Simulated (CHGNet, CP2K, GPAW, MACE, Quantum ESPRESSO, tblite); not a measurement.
**Which site? A vacancy of Mg in SiC(10-10)/MgS(100) interface (76 atoms), by several methods**

Aim: compare the energies of a vacancy of Mg at unlike sites of SiC(10-10)/MgS(100) interface (76 atoms), with plane waves as the reference.

Results are calculated, not measured.

## (1) Set-up

The cell holds 76 atoms (24 Si, 24 C, 14 Mg and 14 S), with edges of 11.82, 7.96 and 10.75 Å. Recipe: wurtzite SiC(10-10), 2 repeat layers, 6 surface cells, strained -0.00 and +0.00 %; rock-salt MgS(100), 2 layers, 7 cells, +1.68 and -3.21 %; outer planes 2.43 Å apart and 2.15 Å at the second interface of the periodic stack; not relaxed, displaced by a Gaussian of 0.02 Å. Then the atoms were relaxed with MACE MP-0b3 medium in the fixed cell. Regions: SiC, 48 atoms; MgS, 28 atoms.

## (2) The reference input

Quantum ESPRESSO 7.5: Kohn-Sham DFT, PBE, SSSP efficiency 1.3.0 pseudopotentials, plane waves. Its input, pw.in, for the unchanged cell:

```
&control
  calculation = 'scf'
  pseudo_dir = './pseudo'
  outdir = './tmp'
  disk_io = 'none'
  tprnfor = .true.
  tstress = .true.
/
&system
  ibrav = 0
  nat = 76
  ntyp = 4
  ecutwfc = 45
  ecutrho = 360
  nosym = .true.
  occupations = 'smearing'
  smearing = 'fd'
  degauss = 0.003675
/
&electrons
  conv_thr = 3.8e-07
  electron_maxstep = 100
  mixing_beta = 0.2
  mixing_mode = 'local-TF'
  diagonalization = 'david'
/
ATOMIC_SPECIES
Si 28.085 Si.upf
C 12.011 C.upf
Mg 24.305 Mg.upf
S 32.060 S.upf
CELL_PARAMETERS angstrom
11.82270 0.00000 0.00000
-1.10952 7.88027 0.00000
0.00000 0.00000 10.74772
ATOMIC_POSITIONS crystal
Si 0.67987 0.33614 0.00235
C 0.80214 0.46310 0.08082
Si 0.92004 0.32999 0.09062
C 0.87984 0.12066 0.01379
[... 70 atom lines left out ...]
Mg 0.68999 0.65197 0.79766
S 0.49184 0.48868 0.83790
K_POINTS gamma
```

```console
$ OMP_NUM_THREADS=1 mpirun -np 4 pw.x -in pw.in > output.txt
```

It took 2.2 min on 4 MPI ranks of Arm Neoverse V1, shared host; peak memory 2.4 GiB; 8.6 min of CPU time.

It converged with an r.m.s. force component of 0.38 eV/Å and a pressure of 7.6 GPa.

## (3) Programs and settings

The levels share the cells and solve them as single points, though not every level runs every cell. CPU time is summed over a level's finished runs, on a host shared with the other runs, so it is rough; the force column is the median over cells of the r.m.s. difference of force components from the reference.

```
                level                      basis or training data  k-points  runs finished  CPU time  peak memory (GiB)  force difference (meV/Å)
              QE, PBE     plane waves, SSSP efficiency, 45/360 Ry         Γ         4 of 4    34 min                2.4                 reference
CP2K double zeta, PBE       DZVP-UZH, GTH-PBE potentials, 1200 Ry         Γ         3 of 3    39 min                9.9                       152
        GPAW dzp, PBE                 dzp orbitals, PAW, h 0.18 Å         Γ         3 of 3    23 min                1.9                        89
      tblite GFN1-xTB  tight binding with its own dispersion term         Γ         3 of 3      18 s               0.12                       703
         CHGNet 0.3.0          trained on PBE(+U) plane-wave data         -         4 of 4      16 s                1.0                       338
   MACE MP-0b3 medium          trained on PBE(+U) plane-wave data         -         4 of 4      35 s                1.0                       382
```

The reference's own r.m.s. force component runs from 378 to 391 meV/Å over these cells. MACE MP-0b3 medium relaxed the atoms, so in the cells that it relaxed its own forces are small, and its entry isn't an independent test there.

## (4) The sites

Each changed cell was relaxed with MACE MP-0b3 medium before the single points. Neighbours are the site's nearest atoms before the change.

| site | nearest atoms | their mean distance (Å) | atoms within 6 Å | largest move on relaxing (Å) | longest force left in the reference (eV/Å) |
| --- | --- | --- | --- | --- | --- |
| Mg75 | SiCS5 | 2.63 | 67 | 0.63 | 1.35 |
| Mg53 | S5 | 2.52 | 64 | 1.64 | 1.54 |
| Mg71 | CS5 | 2.68 | 64 | 0.73 | 1.31 |

## (5) Site energies

All changed cells hold the same atoms, so within one level their energies compare with no chemical potential. Energies in eV, less that of Mg75, the reference's cheapest site; the last column is the largest deviation from the reference once each row's mean is taken off.

| level | Mg75 | Mg53 | Mg71 | cheapest | largest deviation |
| --- | --- | --- | --- | --- | --- |
| QE, PBE | 0.00 | 0.04 | 0.84 | Mg75 | - |
| CP2K double zeta, PBE | 0.00 | 0.07 | 1.02 | Mg75 | 0.11 |
| GPAW dzp, PBE | 0.00 | 0.01 | 1.08 | Mg75 | 0.17 |
| tblite GFN1-xTB | 0.00 | -0.79 | -0.35 | Mg53 | 0.68 |
| CHGNet 0.3.0 | 0.00 | -0.09 | 0.60 | Mg53 | 0.12 |
| MACE MP-0b3 medium | 0.00 | 0.15 | 0.30 | Mg75 | 0.40 |

## (6) Outcome

In the reference the cheapest site is Mg75 (SiCS5) and the dearest Mg71 (CS5), 0.84 eV higher. 3 of the 5 other levels pick the same cheapest site; tblite GFN1-xTB picks Mg53 and CHGNet 0.3.0 picks Mg53. The two cheapest sites lie only 0.039 eV apart in the reference, so their order is fragile.

CP2K double zeta, PBE follows the reference most closely (0.11 eV at worst) and tblite GFN1-xTB least (0.68 eV). The other programs at PBE deviate by 0.17 eV at most, the learned potentials by 0.12 to 0.40 eV.

**Limits.** The geometries are those of MACE MP-0b3 medium; forces of up to 1.5 eV/Å remain in the reference, so relaxing in DFT would lower the energies, by amounts that can differ from site to site and can change the order. For MACE MP-0b3 medium alone these are relaxed energies. Defects interact with their periodic images. Atoms moved by over 1 Å in some relaxations, so part of the differences can come from the host's rearranging. Only 3 of the 14 Mg sites are compared. Learned potentials don't solve for electrons, so the charge or spin state of a defect can't be set in them. The reference samples only Γ, in a cell whose shortest periodic width is 8 Å. The reference isn't exact: its cutoffs and mesh weren't converged further here. The learned potentials mimic data converged in k, so the sampling error of the reference's coarse mesh counts against them here, while programs on the same mesh share it. Where levels are smeared, the DFT runs use Fermi–Dirac occupations at 580 K (0.05 eV), and energies are free energies.

[Logs are printed without paths, hosts, clocks, repeated set-up lines and the standing remarks that a program may print on its own settings, such as how far it seeks lower states.]

[Hosts, paths, dates, database ids (printed as entryN), source tags and the programs' standing remarks are cut or masked in the printed files.]
